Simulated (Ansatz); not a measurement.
# Nb(100) with 4 thermally displaced layers, 2x2: scattering by thermal displacements

How much do lattice vibrations at 800 K scatter the electrons of Nb? Layers with random displacements are laid between perfect leads, and the resistance is followed against their length.

Method: Ansatz plane-wave DFT, PBE, PAW files; ballistic transport by layer matching (Landauer), zero bias; PAW set soft_1, in Ansatz 0.2.0.

### 1. Starting point

The cell holds 56 atoms: 56 Nb. Cell: a = 6.613 Å, b = 6.613 Å, c = 23.144 Å, α = 90.0°, β = 90.0°, γ = 90.0°. It derives from Nb. Regions: lead, 40 atoms (40 Nb); scattering region, 16 atoms (16 Nb). The structure is stacked along c, and the current runs across the ab planes.

### 2. With 4 displaced layers

Each atom of 4 layers is moved at random, by amounts drawn from a normal law 0.1289 Å wide in each direction from the Debye model (275 K) at 800 K. The layers about the cell's end stay perfect and serve as the lead. Disorder leaves little or no symmetry, which makes such runs dear. Energies from -0.05 to 0.05 eV in steps of 0.05 eV are too few for the program's thermal sum, so it prints no conductance; for a metal the transmission near the Fermi level serves, at a fraction of the cost.

input.yaml reads:

```yaml
crystal:
  lattice:
    - [6.6126, 0.0, 0.0]
    - [0.0, 6.6126, 0.0]
    - [0.0, 0.0, 23.1441]
  atoms:
    - { symbol: Nb, position: [0.0, 0.0, 0.0357142857] }
    - { symbol: Nb, position: [0.0, 0.5, 0.0357142857] }
    - { symbol: Nb, position: [0.5, 0.0, 0.0357142857] }
    - { symbol: Nb, position: [0.5, 0.5, 0.0357142857] }
    - { symbol: Nb, position: [0.25, 0.25, 0.1071428571] }
    - { symbol: Nb, position: [0.25, 0.75, 0.1071428571] }
    - { symbol: Nb, position: [0.75, 0.25, 0.1071428571] }
    - { symbol: Nb, position: [0.75, 0.75, 0.1071428571] }
    - { symbol: Nb, position: [0.0, 0.0, 0.1785714286] }
    - { symbol: Nb, position: [0.0, 0.5, 0.1785714286] }
    - { symbol: Nb, position: [0.5, 0.0, 0.1785714286] }
    - { symbol: Nb, position: [0.5, 0.5, 0.1785714286] }
    - { symbol: Nb, position: [0.25, 0.25, 0.25] }
    - { symbol: Nb, position: [0.25, 0.75, 0.25] }
    - { symbol: Nb, position: [0.75, 0.25, 0.25] }
    - { symbol: Nb, position: [0.75, 0.75, 0.25] }
    - { symbol: Nb, position: [0.0, 0.0, 0.3214285714] }
    - { symbol: Nb, position: [0.0, 0.5, 0.3214285714] }
    - { symbol: Nb, position: [0.5, 0.0, 0.3214285714] }
    - { symbol: Nb, position: [0.5, 0.5, 0.3214285714] }
    - { symbol: Nb, position: [0.2524515319, 0.2474241731, 0.39642491] }
    - { symbol: Nb, position: [0.2520453792, 0.739555331, 0.3948715734] }
    - { symbol: Nb, position: [0.7754258494, 0.2684665162, 0.388936664] }
    - { symbol: Nb, position: [0.7253263691, 0.7378471763, 0.3930873681] }
    - { symbol: Nb, position: [0.954665736, 0.9957339235, 0.4573447978] }
    - { symbol: Nb, position: [0.9857219948, 0.4893878478, 0.4625236197] }
    - { symbol: Nb, position: [0.5080261163, 0.0203272907, 0.4635696532] }
    - { symbol: Nb, position: [0.5266437831, 0.4870298014, 0.4662439618] }
    - { symbol: Nb, position: [0.2676161779, 0.2518330847, 0.5315722832] }
    - { symbol: Nb, position: [0.2320278759, 0.7410751016, 0.5369409833] }
    - { symbol: Nb, position: [0.7303141112, 0.2459214214, 0.53482725] }
    - { symbol: Nb, position: [0.7605455966, 0.7541854987, 0.5376940519] }
    - { symbol: Nb, position: [0.9872514209, 0.997472748, 0.6115103509] }
    - { symbol: Nb, position: [0.0291194433, 0.4754502995, 0.6155768617] }
    - { symbol: Nb, position: [0.5262423502, 0.0152342832, 0.6086161281] }
    - { symbol: Nb, position: [0.4938790231, 0.5284289977, 0.6180633723] }
    - { symbol: Nb, position: [0.25, 0.25, 0.6785714286] }
    - { symbol: Nb, position: [0.25, 0.75, 0.6785714286] }
    - { symbol: Nb, position: [0.75, 0.25, 0.6785714286] }
    - { symbol: Nb, position: [0.75, 0.75, 0.6785714286] }
    - { symbol: Nb, position: [0.0, 0.0, 0.75] }
    - { symbol: Nb, position: [0.0, 0.5, 0.75] }
    - { symbol: Nb, position: [0.5, 0.0, 0.75] }
    - { symbol: Nb, position: [0.5, 0.5, 0.75] }
    - { symbol: Nb, position: [0.25, 0.25, 0.8214285714] }
    - { symbol: Nb, position: [0.25, 0.75, 0.8214285714] }
    - { symbol: Nb, position: [0.75, 0.25, 0.8214285714] }
    - { symbol: Nb, position: [0.75, 0.75, 0.8214285714] }
    - { symbol: Nb, position: [0.0, 0.0, 0.8928571429] }
    - { symbol: Nb, position: [0.0, 0.5, 0.8928571429] }
    - { symbol: Nb, position: [0.5, 0.0, 0.8928571429] }
    - { symbol: Nb, position: [0.5, 0.5, 0.8928571429] }
    - { symbol: Nb, position: [0.25, 0.25, 0.9642857143] }
    - { symbol: Nb, position: [0.25, 0.75, 0.9642857143] }
    - { symbol: Nb, position: [0.75, 0.25, 0.9642857143] }
    - { symbol: Nb, position: [0.75, 0.75, 0.9642857143] }
kpoints:
  mp_grid: { grid: [4, 4, 1] }
hamiltonian:
  xc: pbe
  pseudopotentials: { kind: paw, azcp: { folder: soft_1 } }
scf:
  occupations: { method: fermi_dirac, width: 0.1 }
output:
  transmission: { leads: [[0, 4]], kmesh: [8, 8], e_range: [-0.05, 0.05], de: 0.05 }
  write_potential: true
  write_density: true
  volumetric_format: npy
  elf: true
```

Started as:

```sh
> ansatz run input.yaml --threads 4 --pin off --max-ram 15360MiB --backend cpu --events-out ev --progress --plain --runs-dir out
```

Numbers of over 12 decimals in the logs are rounded to 6 here.

Log:

```text
Engine: ansatz 0.2.0, aarch64-unknown-linux-gnu
Pseudopotentials: kind: paw
Pseudopotential: Nb, paw, valence charge 13, recommended cutoff 420 eV (normal), soft_1/Nb.paw.azcp
Functional definition: PBE
  parameter kappa = 0.804
  parameter beta = 0.066725
  exchange = pbe_x(kappa = kappa, mu = beta*pi^2/3)
  correlation = pbe_c(beta = beta)
Crystal: 56 atoms, lattice volume = 1012.010 Å³
Basis set: ecut = 420 eV, 19757 PW (Γ)
Bands: 437, of which v1, the nominal top of the filled ones, is band 364 counted from 1 (363 counted from 0)
Symmetry: 1 space group operations
Space group: P1 (ITA 1), of the structure as read, at distance tolerance 1.0e-4 Å
k-points: 10 of 16 (time reversal used)
Non-local potential: Nb, projectors of the file, l = 0: 3, l = 1: 2, l = 2: 2, l = 3: 1
PAW form: soft (Blöchl's): semilocal exchange-correlation on the pseudo side does not see the compensation charge
PAW one-centre angular grid: Nb, 590 points (default); XC on 64 Gauss nodes
Initial density: superposition of atomic densities (chi_scale 0.1, normalization cell)
Initial wavefunctions: pseudopotential atomic-orbital guess
Functional: x = pbe(κ = 0.804, μ = 0.219515), c = pbe(β = 0.066725)
SCF iter   1: F=—  HF=-254954.175127 eV  |F-HF|=—  |Δ(HF+E_count)|=         —  Δρ=7.83e-2  dr2=9.69e1  ethr=3.10e-3  ⟨swp⟩=5.7  Hψ=17030  notcnv=0  defer=4
preconditioner: auto → Kerker (q_TF=auto, 2.583 Å⁻¹)  [metal: Δε(μ)=0.002 eV  Ē_g=3.742 eV  σ=0.100 eV  W_gap=0.01  n_scr=294 (ndim 8)  ℏωp=19.5 eV  f_vac=0.000  D(μ)=72.32/eV (n_scr^D=814)]
SCF iter   2: F=—  HF=-254935.962347 eV  |F-HF|=—  |Δ(HF+E_count)|=    1.82e1  Δρ=4.63e-2  dr2=2.81e1  ethr=3.10e-3  ⟨swp⟩=2.9  Hψ=9156  notcnv=0  defer=47
SCF iter   3: F=—  HF=-254928.400790 eV  |F-HF|=—  |Δ(HF+E_count)|=    7.56e0  Δρ=6.91e-3  dr2=6.24e-1  ethr=3.10e-3  ⟨swp⟩=3.6  Hψ=8581  notcnv=0  defer=47
SCF iter   4: F=—  HF=-254928.428265 eV  |F-HF|=—  |Δ(HF+E_count)|=   2.75e-2  Δρ=1.42e-3  dr2=7.34e-2  ethr=8.57e-5  ⟨swp⟩=3.0  Hψ=5137  notcnv=0  defer=2
SCF iter   5: F=—  HF=-254928.425527 eV  |F-HF|=—  |Δ(HF+E_count)|=   2.74e-3  Δρ=3.54e-4  dr2=3.06e-3  ethr=1.01e-5  ⟨swp⟩=1.4  Hψ=4374  notcnv=0  defer=2
SCF iter   6: F=—  HF=-254928.425516 eV  |F-HF|=—  |Δ(HF+E_count)|=   1.12e-5  Δρ=4.73e-5  dr2=2.12e-5  ethr=4.21e-7  ⟨swp⟩=2.0  Hψ=5440  notcnv=0  defer=2
SCF iter   7: F=—  HF=-254928.424816 eV  |F-HF|=—  |Δ(HF+E_count)|=   7.00e-4  Δρ=1.04e-5  dr2=1.82e-6  ethr=2.91e-9  ⟨swp⟩=2.0  Hψ=5944  notcnv=0  defer=2
SCF iter   8: F=-254928.424816 eV  HF=-254928.424816 eV  |F-HF|=1.77e-8  |Δ(HF+E_count)|=   3.28e-8  Δρ=1.62e-6  dr2=3.56e-8  ethr=1.37e-11  ⟨swp⟩=7.9  Hψ=13462  notcnv=0
SCF 1 converged in 8 iterations: F = -254928.424816 eV  dr2 = 3.56e-8
  greatest PAW one-centre occupation: 0.998 electrons in one spin orbital (limit 2), on the Nb atom at site 20 (counted from 0), in its partial waves of l = 0
transmission: 147 of 1462 steps passed
transmission: 294 of 1462 steps passed
[...]
transmission: 1462 of 1462 steps passed
SCF converged after 8 iterations
Free energy (F): -254928.424816 eV
Harris-Foulkes:  -254928.424816 eV  (|F-HF|=1.77e-8)
Internal energy: -254925.854372 eV  (E = F + TS)
E sigma→0 (E₀):  -254927.139594 eV
Entropy (-TS):   -2.570444 eV (-45.901 meV/atom)
Fermi energy:    17.764800 eV
--- Per-component energies (eV) ---
  E_band       = -3812.721584
  E_kinetic    = 20925.922287
  E_local      = -36708.319013  (includes V_loc(G=0)·N_el)
  E_nonlocal   = 5322.006801
  E_hartree    = 12249.834898
  E_xc         = -9290.752043
  E_vxc        = -11250.060578  (∫ρ·V_xc dr)
  E_paw        = -172607.072145  (= ΣΔE_a)
  E_vpaw       = -6601.934822  (= ΣTr[D̂ρ^β])
  E_aug_tail   = 0.002205  (compensation charges beyond the density's cutoff)
  E_ewald      = -74817.477364
  E_smearing   = -2.570444  (= −TS)
  E_closure    = 0.000000  (closes the sum)
  Σ components = -254928.424816   (vs F -254928.424816, Δ=0.00e0)
--- Band table (eV; the first three rows and the last of 10) ---
  k-point 0: bands = [... 360 lower, 18.1058, 18.1074, 18.1322, 18.1370, 18.1447, 18.1969, 18.2509, 18.3131, ... 69 higher]
  k-point 1: bands = [... 360 lower, 17.9327, 17.9486, 17.9819, 18.0116, 18.0492, 18.0630, 18.1121, 18.1792, ... 69 higher]
  k-point 2: bands = [... 360 lower, 17.6991, 17.7029, 17.7155, 17.7278, 17.7354, 17.7675, 17.7800, 17.8077, ... 69 higher]
  k-point 9: bands = [... 360 lower, 17.1282, 17.1361, 17.1590, 17.1659, 17.2036, 17.2335, 17.2491, 17.2926, ... 69 higher]
--- Transmission ---
  basis      : 385 plane waves across, 43 finite elements along
  points     : 34, standing for a mesh of 8 x 8
  energies   : 3 from -0.050000 to 0.050000 eV about the Fermi level, 0.050000 eV apart; the leads are filled to 0.000000 eV, and channels, transmission and decay are at 0.000000 eV
  crystal 0  : Nb4, at the sites [0, 4], period 1.6531 Å, over 16.53 Å; its Hamiltonian steps by up to 5.3 meV
    offset         : up to 0.0000 Å between an atom of the period and one for which it stands
    channels       : 1.060938e1 a spin
    conductance    : none, the energies end too early or step too widely for 300 K: set another output.transmission.e_range or a lower de, or, where they end at an eighth of basis.ecutwfc, a higher one
  junction   : crystal 0 to crystal 0, 0.70 to 22.19 Å
    transmission   : 6.507687e0 a spin
    conductance    : none, the energies end too early or step too widely for 300 K: set another output.transmission.e_range or a lower de, or, where they end at an eighth of basis.ecutwfc, a higher one
```

Wall time 20 min (4 threads of Arm Neoverse V1, shared host); peak memory 8.3 GiB; 66 min of CPU time.

This step gave:

```
free energy                                    : -254928.4248 eV
energy at zero smearing                        : -254927.1396 eV
Fermi energy                                   : 17.76 eV
cell area                                      : 43.73 Å²
transmission per spin nearest the Fermi level  : 6.508
open channels per spin nearest the Fermi level : 10.61
step of the lead's potential                   : 5.3 meV
```

Per spin. Transmission, zone mean against energy, zero at the Fermi level:

| energy (eV) | transmission, zone mean |
| --- | --- |
| -0.0500 | 6.77 |
| 0.0000 | 6.51 |
| 0.0500 | 6.35 |

Per spin. Table of open channels, zone mean, lead by energy, zero at the Fermi level:

| energy (eV) | open channels, zone mean, lead |
| --- | --- |
| -0.0500 | 11.5 |
| 0.0000 | 10.6 |
| 0.0500 | 10.1 |

Transmission over k1 and k2. At 0.0000 eV from the Fermi level.

Values, 8 rows by 8 columns:
```
2.39 4.53 6.14 6.77 8.89 6.83 5.51 4.45
4.93 5.81 6.43 8.20 8.87 7.73 6.35 5.21
6.03 6.66 7.57 7.74 8.20 7.70 7.48 6.57
6.92 8.95 9.10 8.48 8.89 8.48 9.10 8.95
6.03 6.57 7.48 7.70 8.20 7.74 7.57 6.66
4.93 5.21 6.35 7.73 8.87 8.20 6.43 5.81
2.39 4.45 5.51 6.83 8.89 6.77 6.14 4.53
2.55 2.68 4.51 5.32 6.12 5.32 4.51 2.68
```
Columns: k1 (b1) from -0.5 to 0.375; rows upwards: k2 (b2) from -0.5 to 0.375.

Open channels over k1 and k2. At 0.0000 eV from the Fermi level.

Ten even steps from '_' (4.0) to '@' (14.0):
```
__++++%%@@%%++++
**++**%%@@%%**++
**%%%%######%%%%
@@@@@@######@@@@
**%%%%######%%%%
**++**%%@@%%**++
__++++%%@@%%++++
____****@@****__
```
Columns: k1 (b1) from -0.5 to 0.375; rows upwards: k2 (b2) from -0.5 to 0.375.

Valence density in the ca plane at fractional y = 0.000, with atoms of Nb within 0.2 Å of it. It is the smooth field of the valence electrons, not physical close to the nuclei.

Ten even steps from '0' (0.2 e/Å³) to '9' (5.0 e/Å³), each cell a mean:
```
49972000049972000289961000038993000049972000
14530000014530000169840000014651000014530000
00000000000000000024310000001110000000000000
00000000000000000000000000000000000000000000
00000000000000000000000000000000000000000000
00000000000000000000000000000100000000000000
02210000002210000012310000014531000002210000
37851000037851000038851000038982000037851000
59982000059982000059982000049993000059982000
49972000049972000038961000026861000049972000
14530000014530000013420000001210000014530000
00000000000000000000000000000000000000000000
00000000000000000000000000000000000000000000
00000000000000000000000000000000000000000000
00000000000000000000000000000000000000000000
02210000002210000000000000001110000002210000
37851000037851000013310000015751000037851000
59982000059982000159840000038994000059982000
```
Columns run along c (16.0 Å, from fractional 0.15 to 0.85 of the cell), rows up along a (6.6 Å). Atoms in or near the plane, at fractional coordinates: Nb at (0.18, 0.00), Nb at (0.18, 0.50), Nb at (0.32, 0.00), Nb at (0.32, 0.50), Nb at (0.46, 0.95), Nb at (0.46, 0.51), Nb at (0.61, 0.99), Nb at (0.61, 0.53), Nb at (0.75, 0.00), Nb at (0.75, 0.50).

Electrostatic potential energy in the ca plane at fractional y = 0.000, with atoms of Nb within 0.2 Å of it. With pseudopotentials it is smooth inside the atoms' cores, unlike the true potential.

Values in eV, 10 rows by 16 columns, each cell a mean:
```
-31 -13  18 -17 -28  15 -19 -43  12  12 -38 -12  16 -26 -19  18
  9  13  19  12  10  19   4  -9  17  18   4  12  19  10  12  19
 18  19  19  19  18  20  18  15  19  19  16  18  19  19  19  19
 -1   7  19   6   0  18  11  -6  16  15 -15   5  18   1   5  19
-39 -20  17 -24 -36  15  -8 -46   7   8 -47 -12  15 -34 -26  17
-31 -13  18 -17 -28  16   0 -32  11  14 -23   1  17 -26 -19  18
  9  13  19  12  10  19  16  10  18  19  14  18  19  10  12  19
 18  19  19  19  19  20  20  20  20  20  19  19  19  18  19  19
 -1   7  19   6   1  19  16  13  19  18   3  11  18   1   5  19
-39 -20  17 -24 -36  15  -6 -26  15  12 -39 -13  15 -34 -26  17
```
Columns run along c (16.0 Å, from fractional 0.15 to 0.85 of the cell; values clipped at the 3rd and 97th percentile), rows up along a (6.6 Å). Atoms in or near the plane, at fractional coordinates: Nb at (0.18, 0.00), Nb at (0.18, 0.50), Nb at (0.32, 0.00), Nb at (0.32, 0.50), Nb at (0.46, 0.95), Nb at (0.46, 0.51), Nb at (0.61, 0.99), Nb at (0.61, 0.53), Nb at (0.75, 0.00), Nb at (0.75, 0.50).

ELF in the ca plane at fractional y = 0.000, with atoms of Nb within 0.2 Å of it. It is the smooth field of the valence electrons, not physical close to the nuclei.

Ten even steps from '0' (0.17) to '9' (0.72), each cell a mean:
```
88595031188595020491492042068377022188595032
48872153148872241397881153038984144148872154
11111455311101453147731354312221355311111455
31124544542123554311124544542124544431124544
53245534553234445531146544542135544543245534
20013455420002345421013554311112455420013455
24531254124530243126641354137872255224531354
79894042169893031079893042078695033169894142
95185021185185021195295021086186021185185021
88595031188595032189794032069994031188595031
48872154148872154137851254114541253148872144
11111455311111455300001455310002454211111455
31124444542124544431124444542235434431134544
53245434553235543454455434543345434543245534
20012444420002554432234444420002455410013455
24531254124531355200001354202331355114531254
79994042169893143147730243049995143169894042
95185021185185021398981041078277021185185021
```
Columns run along c (16.0 Å, from fractional 0.15 to 0.85 of the cell), rows up along a (6.6 Å). Atoms in or near the plane, at fractional coordinates: Nb at (0.18, 0.00), Nb at (0.18, 0.50), Nb at (0.32, 0.00), Nb at (0.32, 0.50), Nb at (0.46, 0.95), Nb at (0.46, 0.51), Nb at (0.61, 0.99), Nb at (0.61, 0.53), Nb at (0.75, 0.00), Nb at (0.75, 0.50).

Over the solved energies the transmission per spin lies between 6.35 and 6.77, out of 10.7 channels of the lead on average (up to 11.5).

(Part 1 of 2 ends here.)

[Logs are printed without paths, hosts, clocks, repeated set-up lines and the standing remarks that a program may print on its own settings, such as how far it seeks lower states.]

[Hosts, paths, dates, database ids (printed as entryN), source tags and the programs' standing remarks are cut or masked in the printed files.]
